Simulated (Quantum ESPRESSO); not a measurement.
# Co2Ge: parallel and opposed starts, part 2 of 2

Wanted: the moments of Co2Ge and the energy of each order that was tried.

Quantum ESPRESSO 7.5; PBEsol; plane waves with GBRV 1.5 PBEsol potentials, no spin-orbit coupling.

So far, absolute magnetization (μB): step 2 (run 1 (ferro ++++++++)) 5.84.

## (3) Start 2: antiferro +−−++−−+

Input file pw.in:

```
&CONTROL
  calculation = 'scf'
  prefix = 'pwscf'
  outdir = './tmp'
  pseudo_dir = './pseudo'
  disk_io = 'nowf'
/
&SYSTEM
  ibrav = 0
  celldm(1) = 8
  nat = 12
  ntyp = 3
  ecutwfc = 40
  ecutrho = 280
  nbnd = 116
  occupations = 'smearing'
  smearing = 'fd'
  degauss = 0.00734986
  nspin = 2
  starting_magnetization(1) = 0.1176
  starting_magnetization(2) = -0.1176
  starting_magnetization(3) = 0
/
&ELECTRONS
  conv_thr = 2.4d-08
  electron_maxstep = 150
  mixing_beta = 0.3
/
ATOMIC_SPECIES
Co1    58.9332 co_pbesol_v1.2.uspp.F.UPF
Co2    58.9332 co_pbesol_v1.2.uspp.F.UPF
Ge     72.6300 ge_pbesol_v1.4.uspp.F.UPF
CELL_PARAMETERS alat
   1.1858031432027    0.0000000000000    0.0000000000000
   0.0000000000000    0.9023442245088    0.0000000000000
   0.0000000000000    0.0000000000000    1.7149264580979
ATOMIC_POSITIONS crystal
Co1     0.3257579700    0.2500000000    0.9375048800
Co2     0.8257579700    0.2500000000    0.5624951200
Co2     0.6742420300    0.7500000000    0.0624951200
Co1     0.1742420300    0.7500000000    0.4375048800
Co1     0.9624690100    0.2500000000    0.2235608800
Co2     0.4624690100    0.2500000000    0.2764391200
Co2     0.0375309900    0.7500000000    0.7764391200
Co1     0.5375309900    0.7500000000    0.7235608800
Ge      0.2963479300    0.2500000000    0.6050455400
Ge      0.7963479300    0.2500000000    0.8949544600
Ge      0.7036520700    0.7500000000    0.3949544600
Ge      0.2036520700    0.7500000000    0.1050455400
K_POINTS automatic
6 8 4 0 0 0
```

The run is started by

```console
$ OMP_NUM_THREADS=1 mpirun -n 4 pw.x -nk 4 -in pw.in > pw.out
```

Log:

```text
[banner, memory and clock lines left out]
Program PWSCF v.7.5 starts

     Message from routine setup:
     using ibrav=0 with symmetry is DISCOURAGED, use correct ibrav instead

     bravais-lattice index     =            0
     lattice parameter (alat)  =       8.0000  a.u.
     unit-cell volume          =     939.5076 (a.u.)^3
     number of atoms/cell      =           12
     number of atomic types    =            3
     number of electrons       =       192.00
     number of Kohn-Sham states=          116
     kinetic-energy cutoff     =      40.0000  Ry
     charge density cutoff     =     280.0000  Ry
     scf convergence threshold =      2.4E-08
     mixing beta               =       0.3000
     number of iterations used =            8  plain     mixing
     Exchange-correlation= SLA  PW   PSX  PSC
                           (   1   4  10   8   0   0   0)

     celldm(1)=   8.000000  celldm(2)=   0.000000  celldm(3)=   0.000000
     celldm(4)=   0.000000  celldm(5)=   0.000000  celldm(6)=   0.000000

     crystal axes: (cart. coord. in units of alat)
               a(1) = (   1.185803   0.000000   0.000000 )
               a(2) = (   0.000000   0.902344   0.000000 )
               a(3) = (   0.000000   0.000000   1.714926 )

     reciprocal axes: (cart. coord. in units 2 pi/alat)
               b(1) = (  0.843310  0.000000  0.000000 )
               b(2) = (  0.000000  1.108225  0.000000 )
               b(3) = (  0.000000  0.000000  0.583115 )

     PseudoPot. # 1 for Co read from file:
     co_pbesol_v1.2.uspp.F.UPF
     Pseudo is Ultrasoft + core correction, Zval = 17.0

     PseudoPot. # 2 for Co read from file:
     co_pbesol_v1.2.uspp.F.UPF
     Pseudo is Ultrasoft + core correction, Zval = 17.0

     PseudoPot. # 3 for Ge read from file:
     ge_pbesol_v1.4.uspp.F.UPF
     Pseudo is Ultrasoft + core correction, Zval = 14.0

     atomic species   valence    mass     pseudopotential
     Co1              17.00    58.93320     Co( 1.00)
     Co2              17.00    58.93320     Co( 1.00)
     Ge               14.00    72.63000     Ge( 1.00)

     Starting magnetic structure
     atomic species   magnetization
     Co1             0.118
     Co2            -0.118
     Ge              0.000

      4 Sym. Ops. (no inversion) found ( 3 have fractional translation)

   Cartesian axes

     site n.     atom                  positions (alat units)
         1        Co1    tau(   1) = (   0.3862848   0.2255861   1.6077519  )
         2        Co2    tau(   2) = (   0.9791864   0.2255861   0.9646378  )
         3        Co2    tau(   3) = (   0.7995183   0.6767582   0.1071745  )
         4        Co1    tau(   4) = (   0.2066167   0.6767582   0.7502887  )
         5        Co1    tau(   5) = (   1.1412988   0.2255861   0.3833905  )
         6        Co2    tau(   6) = (   0.5483972   0.2255861   0.4740728  )
         7        Co2    tau(   7) = (   0.0445044   0.6767582   1.3315360  )
         8        Co1    tau(   8) = (   0.6374059   0.6767582   1.2408537  )
         9        Ge     tau(   9) = (   0.3514103   0.2255861   1.0376086  )
        10        Ge     tau(  10) = (   0.9443119   0.2255861   1.5347811  )
        11        Ge     tau(  11) = (   0.8343928   0.6767582   0.6773179  )
        12        Ge     tau(  12) = (   0.2414913   0.6767582   0.1801454  )

     number of k points=    60  Fermi-Dirac smearing, width (Ry)=  0.0073
                       cart. coord. in units 2pi/alat
        k(    1) = (   0.0000000   0.0000000   0.0000000), wk =   0.0052083
        k(    2) = (   0.0000000   0.0000000   0.1457788), wk =   0.0104167
        k(    3) = (   0.0000000   0.0000000  -0.2915577), wk =   0.0052083
        k(    4) = (   0.0000000   0.1385281   0.0000000), wk =   0.0104167
        k(    5) = (   0.0000000   0.1385281   0.1457788), wk =   0.0208333
        [... 55 further k-points ...]

     Dense  grid:    74269 G-vectors     FFT dimensions: (  54,  40,  80)

     Smooth grid:    32113 G-vectors     FFT dimensions: (  40,  30,  60)

     Check: negative core charge=   -0.000035
     Generating pointlists ...
     new r_m :   0.2286 (alat units)  1.8287 (a.u.) for type    1
     new r_m :   0.2286 (alat units)  1.8287 (a.u.) for type    2
     new r_m :   0.2286 (alat units)  1.8287 (a.u.) for type    3

     Initial potential from superposition of free atoms

     starting charge     183.9967, renormalised to     192.0000
     Starting wfcs are  140 randomized atomic wfcs

     Self-consistent Calculation

     iteration #  1     ecut=    40.00 Ry     beta= 0.30
     Davidson diagonalization with overlap
     ethr =  1.00E-02,  avg # of iterations =  2.2

     total energy              =   -3228.07242051 Ry
     estimated scf accuracy    <      42.62961765 Ry

     total magnetization       =     0.00 Bohr mag/cell
     absolute magnetization    =     9.91 Bohr mag/cell

     iteration #  2     ecut=    40.00 Ry     beta= 0.30
     Davidson diagonalization with overlap
     ethr =  1.00E-02,  avg # of iterations =  3.0

     total energy              =   -3235.71501725 Ry
     estimated scf accuracy    <      24.38331087 Ry

     total magnetization       =     0.00 Bohr mag/cell
     absolute magnetization    =     4.13 Bohr mag/cell

     [... further iterations left out ...]

     iteration # 32     ecut=    40.00 Ry     beta= 0.30
     Davidson diagonalization with overlap
     ethr =  7.13E-11,  avg # of iterations =  2.1

     total energy              =   -3239.09826433 Ry
     estimated scf accuracy    <       0.00000005 Ry

     total magnetization       =    -0.00 Bohr mag/cell
     absolute magnetization    =     0.02 Bohr mag/cell

     iteration # 33     ecut=    40.00 Ry     beta= 0.30
     Davidson diagonalization with overlap
     ethr =  2.35E-11,  avg # of iterations =  3.0

     Magnetic moment per site  (integrated on atomic sphere of radius R)
     atom   1 (R=0.229)  charge= 15.3615  magn= -0.0017
     atom   2 (R=0.229)  charge= 15.3616  magn=  0.0016
     atom   3 (R=0.229)  charge= 15.3616  magn=  0.0016
     atom   4 (R=0.229)  charge= 15.3615  magn= -0.0017
     atom   5 (R=0.229)  charge= 15.3081  magn=  0.0012
     atom   6 (R=0.229)  charge= 15.3081  magn= -0.0010
     atom   7 (R=0.229)  charge= 15.3081  magn= -0.0010
     atom   8 (R=0.229)  charge= 15.3081  magn=  0.0012
     atom   9 (R=0.229)  charge= 11.6363  magn=  0.0000
     atom  10 (R=0.229)  charge= 11.6363  magn= -0.0000
     atom  11 (R=0.229)  charge= 11.6363  magn= -0.0000
     atom  12 (R=0.229)  charge= 11.6363  magn=  0.0000

     End of self-consistent calculation

     Number of k-points >= 100: set verbosity='high' to print the bands.

     the Fermi energy is    17.5788 ev

!    total energy              =   -3239.09826449 Ry
     estimated scf accuracy    <       0.00000002 Ry
     smearing contrib. (-TS)   =      -0.03575749 Ry
     internal energy E=F+TS    =   -3239.06250700 Ry

     The total energy is F=E-TS. E is the sum of the following terms:
     one-electron contribution =   -1650.78268468 Ry
     hartree contribution      =     981.05468954 Ry
     xc contribution           =    -490.18247008 Ry
     ewald contribution        =   -2079.15204178 Ry

     total magnetization       =     0.00 Bohr mag/cell
     absolute magnetization    =     0.01 Bohr mag/cell

     convergence has been achieved in  33 iterations
```

It took 12 min on 4 MPI ranks of AMD EPYC 9R14 (Zen 4), shared host; peak memory 1.6 GiB.

Spin moment in the atom's sphere by atom:

```
atom  spin moment in the atom's sphere (μB)
 Co1                                -0.0017
 Co2                                 0.0016
 Co3                                 0.0016
 Co4                                -0.0017
 Co5                                 0.0012
 Co6                                -0.0010
 Co7                                -0.0010
 Co8                                 0.0012
 Ge9                                 0.0000
Ge10                                 0.0000
Ge11                                 0.0000
Ge12                                 0.0000
```

Read from the output:

* smearing term TS: 0.4865 eV
* magnetization: 0 μB
* absolute magnetization: 0.012 μB
* final state: non-magnetic

## (4) Run 3 (antiferro +−−−+−++)

pw.in: that of step 3 with these lines changed.

```diff
@@ -40,6 +40,6 @@
 Co2     0.6742420300    0.7500000000    0.0624951200
-Co1     0.1742420300    0.7500000000    0.4375048800
+Co2     0.1742420300    0.7500000000    0.4375048800
 Co1     0.9624690100    0.2500000000    0.2235608800
 Co2     0.4624690100    0.2500000000    0.2764391200
-Co2     0.0375309900    0.7500000000    0.7764391200
+Co1     0.0375309900    0.7500000000    0.7764391200
 Co1     0.5375309900    0.7500000000    0.7235608800
```

Log:

```text
     [... lines left out ...]
Program PWSCF v.7.5 starts
     [... lines left out ...]
     number of atoms/cell      =           12
     [... lines left out ...]
     number of electrons       =       192.00
     number of Kohn-Sham states=          116
     kinetic-energy cutoff     =      40.0000  Ry
     charge density cutoff     =     280.0000  Ry
     scf convergence threshold =      2.4E-08
     [... lines left out ...]
      2 Sym. Ops. (no inversion) found ( 1 have fractional translation)
     [... lines left out ...]
     number of k points=    70  Fermi-Dirac smearing, width (Ry)=  0.0073
     [... lines left out ...]
     iteration #150     ecut=    40.00 Ry     beta= 0.30
     [... lines left out ...]
     estimated scf accuracy    <       0.00001540 Ry
     total magnetization       =     0.21 Bohr mag/cell
     absolute magnetization    =     1.06 Bohr mag/cell
     [... lines left out ...]
     convergence NOT achieved after 150 iterations: stopping
[key lines of the parts left out:]
total energy              =   -3239.09821017 Ry
```

Elapsed: 52 min, on 4 MPI ranks; peak memory 1.7 GiB.

Residual by cycle:

cycle, log10 residual and a bar from the least value:
```
        1        2.8 ##############################
       15       -0.1 ################
       28       -2.4 ######
       42       -2.6 #####
       55       -2.6 #####
       69       -2.4 ######
       82       -2.7 #####
       96       -3.1 ###
      109       -3.1 ###
      123       -3.3 ##
      136       -3.2 ##
      150       -3.7
```

No converged result was reached; the numbers in the log don't describe the system.

After 150 cycles the residual stands at 2.1e-4, against 0.0065 at cycle 76 and a least value of 1.9e-4. The cap of 150 cycles in the input ended the loop.

## (5) Energies of the orders

An order is kept where moments of 0.15 μB or more survive with the typed signs; meshes match where a doubled cell samples the same k points as the first cell.

Orders:

```
             start    final state  typed order kept  energy over the lowest (meV a seeded atom)  largest site moment (μB)  net moment (μB a cell of the first run)  mesh matched  CPU time (s)
    ferro ++++++++  ferromagnetic               yes                                           0                    0.8148                                    4.912           yes          1776
antiferro +--++--+   non-magnetic                no                                       10.74                  0.001679                                        0           yes          2920
```

## (6) Outcome

```json
{"lowest state found": "ferromagnetic (from ferro ++++++++)", "largest site moment": "0.815 μB", "state without moments": "10.7 meV a seeded atom higher"}
```

In words: At this level spin polarisation gains little. 1 start lost its moments. Only these 2 starts were compared; other wavevectors, canted and longer-period orders were not. 1 further start did not converge. Energies are free energies at an electronic temperature of 1160 K, which lowers moments and differences where the moments are itinerant.

[Logs and program files are shortened in this print: banners, set-up blocks, solver, clock and traceback lines can be left out without a mark of their own.]

[Logs are printed without paths, hosts, clocks, repeated set-up lines and the standing remarks that a program may print on its own settings, such as how far it seeks lower states.]

[Hosts, paths, dates, database ids (printed as entryN), source tags and the programs' standing remarks are cut or masked in the printed files.]

[Where a cell is said to come from a database of computed structures, the database is the Materials Project.]
